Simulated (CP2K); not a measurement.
Two runs for the N K edge of 5-methoxypyrimidine. Run A: CP2K XAS_TDP, all-electron GAPW, PBEh(45%), aug-cc-pVDZ, TDA, no relativity. Run B differs in one setting.

First lines with a strength over 0.0015. A:

```
              atom  energy (eV)  states  strength, one atom
N5 (bonded to 2 C)       394.82       1              0.0511
                         401.44       1              0.0021
                         402.25       2              0.0063
                         402.56       1              0.0039
                         402.71       1              0.0016
```

B:

```
              atom  energy (eV)  states  strength, one atom
N5 (bonded to 2 C)       399.71       1              0.0505
                         406.33       1              0.0021
                         407.15       2              0.0062
                         407.46       1              0.0039
                         407.60       1              0.0016
```

Which was it: GW2X switched on, the basis, the functional, scalar relativity switched on?

GW2X switched on. GW2X shifts an atom's lines together and keeps their spacings. Against PBEh(45%) in aug-cc-pVDZ, the leading line moves by +4.89 eV, to 399.71 eV.

[Banner, clock and machine lines of the logs are left out without a mark of their own.]

[Logs are printed without paths, hosts, clocks, repeated set-up lines and the standing remarks that a program may print on its own settings, such as how far it seeks lower states.]

[Hosts, paths, dates, database ids (printed as entryN), source tags and the programs' standing remarks are cut or masked in the printed files.]
